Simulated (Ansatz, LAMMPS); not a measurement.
**Which site? a vacancy of Ga in amorphous 32Ga2O3-68GeO2 (mol %) (69 atoms)**

Aim: make a vacancy of Ga at several sites of amorphous 32Ga2O3-68GeO2 (mol %) (69 atoms), relax each, and compare their energies.

Main program and level: Ansatz 0.2.0; Kohn-Sham DFT, revPBE, PAW (set soft_1), plane waves; PAW set soft_1.

### 1. Set-up

The cell holds 69 atoms: 12 Ga, 13 Ge and 44 O. Cell: a = 9.780 Å, b = 9.780 Å, c = 9.780 Å, α = 90.0°, β = 90.0°, γ = 90.0°. 69 atoms (12 Fe, 13 Ge, 44 O) placed at random at 4.19 g/cm³, melted at 5000 K for 10 ps at fixed volume with the Morse and Coulomb pair potential with partial charges (Pedone, Malavasi, Menziani, Cormack and Segre, J. Phys. Chem. B 110, 11780 (2006)). Quenched from 5000 K to 300 K at 20 K/ps and fixed volume, held 5 ps, then minimised at fixed cell. Then Fe was replaced by Ga and the cell scaled by 1.006 (the potential has no terms for the new elements, so the cell is a start for a DFT relaxation).

Limits known from the start: The quench rate of 20 K/ps is orders of magnitude faster than experiment, which tends to freeze in extra defects. The network of bonds at the start is that of the classical potential that made the cell, and needn't be the one that DFT or experiment would give. Sampling is at Γ alone, for a cell whose shortest periodic width is 10 Å.

### 2. Single point at the start

A single point comes first, to see the forces before anything moves.

File input.yaml:

```yaml
crystal:
  lattice:
    - [9.77983, 0.0, 0.0]
    - [0.0, 9.77983, 0.0]
    - [0.0, 0.0, 9.77983]
  atoms:
    - { symbol: Ga, position: [0.86996, 0.88951, 0.54555] }
    - { symbol: Ga, position: [0.32419, 0.61134, 0.74796] }
    - { symbol: Ga, position: [0.65876, 0.11954, 0.68941] }
    - { symbol: Ga, position: [0.5854, 0.40092, 0.80407] }
    - { symbol: Ga, position: [0.03502, 0.78679, 0.86018] }
    - { symbol: Ga, position: [0.9844, 0.59596, 0.61079] }
    - { symbol: Ga, position: [0.0813, 0.0844, 0.66809] }
    - { symbol: Ga, position: [0.31767, 0.23195, 0.80763] }
    - { symbol: Ga, position: [0.00676, 0.10558, 0.37427] }
    - { symbol: Ga, position: [0.93214, 0.35515, 0.8069] }
    - { symbol: Ga, position: [0.78587, 0.32337, 0.13866] }
    - { symbol: Ga, position: [0.79902, 0.29048, 0.49573] }
    - { symbol: Ge, position: [0.61468, 0.54137, 0.53178] }
    - { symbol: Ge, position: [0.32153, 0.57681, 0.33261] }
    - { symbol: Ge, position: [0.63266, 0.7687, 0.73752] }
    - { symbol: Ge, position: [0.83148, 0.60457, 0.29649] }
    - { symbol: Ge, position: [0.33418, 0.9047, 0.86933] }
    - { symbol: Ge, position: [0.18846, 0.37216, 0.55493] }
    - { symbol: Ge, position: [0.26313, 0.86395, 0.48545] }
    - { symbol: Ge, position: [0.75892, 0.92011, 0.21543] }
    - { symbol: Ge, position: [0.50498, 0.08925, 0.37987] }
    - { symbol: Ge, position: [0.84424, 0.59837, 0.96638] }
    - { symbol: Ge, position: [0.42272, 0.3933, 0.06321] }
    - { symbol: Ge, position: [0.27534, 0.11775, 0.13939] }
    - { symbol: Ge, position: [0.89281, 0.09421, 0.94363] }
    - { symbol: O, position: [0.5876, 0.33981, 0.09972] }
    - { symbol: O, position: [0.94993, 0.64546, 0.41822] }
    - { symbol: O, position: [0.94754, 0.73813, 0.02352] }
    - { symbol: O, position: [0.66355, 0.39257, 0.62596] }
    - { symbol: O, position: [0.46702, 0.55984, 0.4373] }
    - { symbol: O, position: [0.39531, 0.97982, 0.46376] }
    - { symbol: O, position: [0.1247, 0.2163, 0.50408] }
    - { symbol: O, position: [0.69956, 0.92734, 0.67307] }
    - { symbol: O, position: [0.2724, 0.03558, 0.76259] }
    - { symbol: O, position: [0.16996, 0.5261, 0.65178] }
    - { symbol: O, position: [0.12406, 0.09056, 0.21751] }
    - { symbol: O, position: [0.85712, 0.24466, 0.31231] }
    - { symbol: O, position: [0.00423, 0.99336, 0.85232] }
    - { symbol: O, position: [0.75126, 0.44499, 0.89946] }
    - { symbol: O, position: [0.32009, 0.98834, 0.02651] }
    - { symbol: O, position: [0.4134, 0.45884, 0.89605] }
    - { symbol: O, position: [0.61196, 0.99753, 0.27356] }
    - { symbol: O, position: [0.49392, 0.84718, 0.82682] }
    - { symbol: O, position: [0.73591, 0.70713, 0.86799] }
    - { symbol: O, position: [0.80458, 0.17783, 0.81033] }
    - { symbol: O, position: [0.20947, 0.45831, 0.40054] }
    - { symbol: O, position: [0.30523, 0.76914, 0.62489] }
    - { symbol: O, position: [0.10672, 0.25818, 0.77597] }
    - { symbol: O, position: [0.71378, 0.69075, 0.57286] }
    - { symbol: O, position: [0.52241, 0.2063, 0.80937] }
    - { symbol: O, position: [0.36776, 0.51359, 0.17487] }
    - { symbol: O, position: [0.72911, 0.48852, 0.39044] }
    - { symbol: O, position: [0.52919, 0.60293, 0.70412] }
    - { symbol: O, position: [0.22968, 0.75962, 0.8763] }
    - { symbol: O, position: [0.10985, 0.94804, 0.5118] }
    - { symbol: O, position: [0.87244, 0.94684, 0.35118] }
    - { symbol: O, position: [0.80422, 0.00958, 0.06861] }
    - { symbol: O, position: [0.89058, 0.10529, 0.56919] }
    - { symbol: O, position: [0.30744, 0.25712, 0.02618] }
    - { symbol: O, position: [0.9321, 0.40198, 0.60128] }
    - { symbol: O, position: [0.9692, 0.77924, 0.67691] }
    - { symbol: O, position: [0.26978, 0.74405, 0.35434] }
    - { symbol: O, position: [0.84613, 0.51753, 0.13896] }
    - { symbol: O, position: [0.39324, 0.16704, 0.26538] }
    - { symbol: O, position: [0.9288, 0.25212, 0.01538] }
    - { symbol: O, position: [0.73933, 0.7447, 0.23881] }
    - { symbol: O, position: [0.97116, 0.5533, 0.84066] }
    - { symbol: O, position: [0.34059, 0.33059, 0.6381] }
    - { symbol: O, position: [0.61731, 0.16202, 0.49572] }
kpoints:
  mp_grid: { grid: [1, 1, 1] }
hamiltonian:
  xc: revpbe
  pseudopotentials: { kind: paw, azcp: { folder: soft_1 } }
scf:
  occupations: { method: fixed }
output:
  forces: true
```

The run is started by

```bash
> ansatz run input.yaml --threads 4 --pin off --max-ram 8192MiB --backend cpu --events-out ev --progress --plain --runs-dir out
```

The log of the run:

```text
[...]
Pseudopotentials: kind: paw
Pseudopotential: Ga, paw, valence charge 13, recommended cutoff 420 eV (normal), soft_1/Ga.paw.azcp
Pseudopotential: Ge, paw, valence charge 14, recommended cutoff 420 eV (normal), soft_1/Ge.paw.azcp
Pseudopotential: O, paw, valence charge 6, recommended cutoff 420 eV (normal), soft_1/O.paw.azcp
[... 5 lines on functional and potentials left out ...]
Crystal: 69 atoms, lattice volume = 935.393 Å³
Basis set: ecut = 420 eV, 18325 PW (Γ), exchange–correlation on 144×144×144 points (8 copies of the dense FFT grid, shifted against one another)
Bands: 370, of which v1, the nominal top of the filled ones, is band 301 counted from 1 (300 counted from 0)
Symmetry: 1 space group operations
Space group: P1 (ITA 1), of the structure as read, at distance tolerance 9.8e-5 Å
k-points: 1
[... 10 lines on functional and potentials left out ...]
Initial density: superposition of atomic densities (chi_scale 0.1, normalization cell, long waves kept (reshape's long-wave potential 0.66 eV rms))
Initial wavefunctions: pseudopotential atomic-orbital guess
[...]
SCF iter   1: F=—  HF=-126367.005286 eV  |F-HF|=—  |Δ(HF+E_count)|=         —  Δρ=1.07e-1  dr2=6.83e1  ethr=3.10e-3  ⟨swp⟩=5.0  Hψ=1237  notcnv=0  defer=65
preconditioner: auto → Resta (q_TF=auto, 2.535 Å⁻¹)  ε∞=3.2  [insulator: Δε(μ)=1.672 eV  Ē_g=20.199 eV  n_scr=250 (ndim 8)  ℏωp=29.8 eV  f_vac=0.138  ε∞_Penn≈3.2]
[...]
SCF iter  13: F=—  HF=-126347.104857 eV  |F-HF|=—  |Δ(HF+E_count)|=   3.42e-7  Δρ=4.31e-6  dr2=1.64e-7  ethr=1.19e-10  ⟨swp⟩=2.0  Hψ=549  notcnv=0  defer=65
SCF iter  14: F=-126347.104857 eV  HF=-126347.104857 eV  |F-HF|=8.27e-9  |Δ(HF+E_count)|=   3.47e-8  Δρ=1.34e-6  dr2=1.72e-8  ethr=1.66e-11  ⟨swp⟩=4.0  Hψ=1106  notcnv=0
SCF 1 converged in 14 iterations: F = -126347.104857 eV  dr2 = 1.72e-8
[...]
SCF converged after 14 iterations
Free energy (F): -126347.104857 eV
Harris-Foulkes:  -126347.104857 eV  (|F-HF|=8.27e-9)
Internal energy: -126347.104857 eV  (E = F + TS)
E sigma→0 (E₀):  -126347.104857 eV
Fermi energy:    5.225611 eV
--- Per-component energies (eV) ---
[...]
Σ components = -126347.104857   (vs F -126347.104857, Δ=0.00e0)
--- Forces (eV/Å), atoms counted from 1 ---
  atom   1  Ga    -0.71850520     0.27187164     0.21086645
  atom   2  Ga     0.09120618     0.95032078    -1.52430830
  atom   3  Ga    -0.80438205    -0.72490180     0.63740038
  atom   4  Ga     0.16429335     0.12617086     0.54169531
[...]
atom  69  O      1.05579336     1.01726439     1.43028555
  max |Σ_I F_I| component: 3.81e-5 eV/Å
```

Run time: 17 s. Hardware: 4 threads of Arm Neoverse V1, shared host; peak memory 1.3 GiB.

Reading the cycles: dr2 is the Hartree energy of the density residual (eV), the measure of convergence; HF is the Harris–Foulkes estimate of the energy, which meets the free energy F at convergence.

The r.m.s. force at the start is 0.90 eV/Å.

### 3. Relaxation

With the cell held, the atoms are moved downhill towards a nearby minimum.

File input.yaml:

```yaml
crystal:
  lattice:
    - [9.77983, 0.0, 0.0]
    - [0.0, 9.77983, 0.0]
    - [0.0, 0.0, 9.77983]
  atoms:
    [... the 69 atom lines of step 2 ...]
kpoints:
  mp_grid: { grid: [1, 1, 1] }
hamiltonian:
  xc: revpbe
  pseudopotentials: { kind: paw, azcp: { folder: soft_1 } }
scf:
  occupations: { method: fixed }
output:
  forces: true
relax:
  f_tol: 0.05
  max_steps: 120
```

The log of the run:

```text
[...]
Crystal: 69 atoms, lattice volume = 935.393 Å³
Basis set: ecut = 420 eV, 18325 PW (Γ), exchange–correlation on 144×144×144 points (8 copies of the dense FFT grid, shifted against one another)
Bands: 370, of which v1, the nominal top of the filled ones, is band 301 counted from 1 (300 counted from 0)
Symmetry: 1 space group operations
[...]
k-points: 1
[...]
SCF iter   1: F=—  HF=-126367.005286 eV  |F-HF|=—  |Δ(HF+E_count)|=         —  Δρ=1.07e-1  dr2=6.83e1  ethr=3.10e-3  ⟨swp⟩=5.0  Hψ=1237  notcnv=0  defer=65
[...]
SCF iter   9: F=—  HF=-126347.104793 eV  |F-HF|=—  |Δ(HF+E_count)|=   1.93e-4  Δρ=8.33e-5  dr2=7.56e-5  ethr=1.55e-7  ⟨swp⟩=2.0  Hψ=519  notcnv=0  defer=67
SCF iter  10: F=-126347.104842 eV  HF=-126347.104856 eV  |F-HF|=1.43e-5  |Δ(HF+E_count)|=   6.34e-5  Δρ=5.31e-5  dr2=2.34e-5  ethr=1.04e-8  ⟨swp⟩=4.0  Hψ=1055  notcnv=0
SCF 1 converged in 10 iterations: F = -126347.104842 eV  dr2 = 2.34e-5
[...]
relax step   1: F+E_penalty+E_count = -126347.10484164 eV  Δ(F+E_penalty+E_count) = +0.000e0 eV  max|allowed force component| = 2.390e0 eV/Å  Δτ_max = 0.0000 Å  (10 SCF iters, dr2 threshold 6.25e-5 eV, accepted)
[...]
relax step   2: F+E_penalty+E_count = -126349.90176952 eV  Δ(F+E_penalty+E_count) = -2.797e0 eV  max|allowed force component| = 1.388e0 eV/Å  Δτ_max = 0.1198 Å  (7 SCF iters, dr2 threshold 1.00e-4 eV, accepted)
[...]
relax step   3: F+E_penalty+E_count = -126351.28979850 eV  Δ(F+E_penalty+E_count) = -1.388e0 eV  max|allowed force component| = 6.016e-1 eV/Å  Δτ_max = 0.1648 Å  (7 SCF iters, dr2 threshold 1.00e-4 eV, accepted)
relax step   4: F+E_penalty+E_count = -126352.13839864 eV  Δ(F+E_penalty+E_count) = -8.486e-1 eV  max|allowed force component| = 4.280e-1 eV/Å  Δτ_max = 0.2000 Å  (8 SCF iters, dr2 threshold 6.80e-5 eV, accepted)
relax step   5: F+E_penalty+E_count = -126352.47324276 eV  Δ(F+E_penalty+E_count) = -3.348e-1 eV  max|allowed force component| = 2.432e-1 eV/Å  Δτ_max = 0.2000 Å  (8 SCF iters, dr2 threshold 3.44e-5 eV, accepted)
relax step   6: F+E_penalty+E_count = -126352.48287440 eV  Δ(F+E_penalty+E_count) = -9.632e-3 eV  max|allowed force component| = 5.025e-1 eV/Å  Δτ_max = 0.2000 Å  (8 SCF iters, dr2 threshold 1.91e-5 eV, accepted)
relax step   7: F+E_penalty+E_count = -126352.69149523 eV  Δ(F+E_penalty+E_count) = -2.086e-1 eV  max|allowed force component| = 2.278e-1 eV/Å  Δτ_max = 0.2000 Å  (7 SCF iters, dr2 threshold 8.16e-5 eV, accepted)
relax step   8: F+E_penalty+E_count = -126352.77742336 eV  Δ(F+E_penalty+E_count) = -8.593e-2 eV  max|allowed force component| = 1.480e-1 eV/Å  Δτ_max = 0.2000 Å  (7 SCF iters, dr2 threshold 1.07e-5 eV, accepted)
relax step   9: F+E_penalty+E_count = -126352.80953615 eV  Δ(F+E_penalty+E_count) = -3.211e-2 eV  max|allowed force component| = 2.112e-1 eV/Å  Δτ_max = 0.1947 Å  (8 SCF iters, dr2 threshold 4.50e-6 eV, accepted)
relax step  10: F+E_penalty+E_count = -126352.83776584 eV  Δ(F+E_penalty+E_count) = -2.823e-2 eV  max|allowed force component| = 1.188e-1 eV/Å  Δτ_max = 0.2000 Å  (7 SCF iters, dr2 threshold 1.88e-5 eV, accepted)
relax step  11: F+E_penalty+E_count = -126352.84865004 eV  Δ(F+E_penalty+E_count) = -1.088e-2 eV  max|allowed force component| = 8.877e-2 eV/Å  Δτ_max = 0.1129 Å  (7 SCF iters, dr2 threshold 4.47e-6 eV, accepted)
[...]
relax step  12: F+E_penalty+E_count = -126352.85065668 eV  Δ(F+E_penalty+E_count) = -2.007e-3 eV  max|allowed force component| = 3.644e-2 eV/Å  Δτ_max = 0.0694 Å  (9 SCF iters, accepted)
SCF converged after 9 iterations
Free energy (F): -126352.850657 eV
[...]
Internal energy: -126352.850657 eV  (E = F + TS)
E sigma→0 (E₀):  -126352.850657 eV
Fermi energy:    5.056567 eV
[...]
Σ components = -126352.850657   (vs F -126352.850657, Δ=0.00e0)
--- Forces (eV/Å), atoms counted from 1 ---
  atom   1  Ga    -0.00502646     0.00115940     0.00408061
  atom   2  Ga     0.01065010     0.00936584    -0.00020575
  atom   3  Ga    -0.02930061    -0.00042969    -0.00347866
  atom   4  Ga     0.01800976     0.00730214    -0.02426705
[...]
atom  69  O     -0.00159581     0.02746510    -0.01196224
  max |Σ_I F_I| component: 9.77e-5 eV/Å
--- Relaxed structure (12 steps of the walk, 12 accepted, 0 SCFs on fresh bases) ---
  F+E_penalty+E_count = -126352.85065668 eV   max|allowed force component| = 3.644e-2 eV/Å
  atoms:
    - { symbol: Ga, position: [0.878712, 0.902598, 0.565469] }
    - { symbol: Ga, position: [0.295222, 0.651224, 0.708323] }
    - { symbol: Ga, position: [0.635239, 0.085060, 0.712301] }
    - { symbol: Ga, position: [0.588394, 0.378360, 0.804746] }
[...]
- { symbol: O, position: [0.632212, 0.149717, 0.509087] }
```

It took 1.8 min on 4 threads; peak memory 1.4 GiB; 6.6 min of CPU time.

The relaxation converged after 12 steps, 5.75 eV below its start, with a largest force component of 0.036 eV/Å.

(Part 1 of 4 ends here.)

[Long decimals in the printed logs are rounded to 6 places.]

[Logs are printed without paths, hosts, clocks, repeated set-up lines and the standing remarks that a program may print on its own settings, such as how far it seeks lower states.]

[Hosts, paths, dates, database ids (printed as entryN), source tags and the programs' standing remarks are cut or masked in the printed files.]
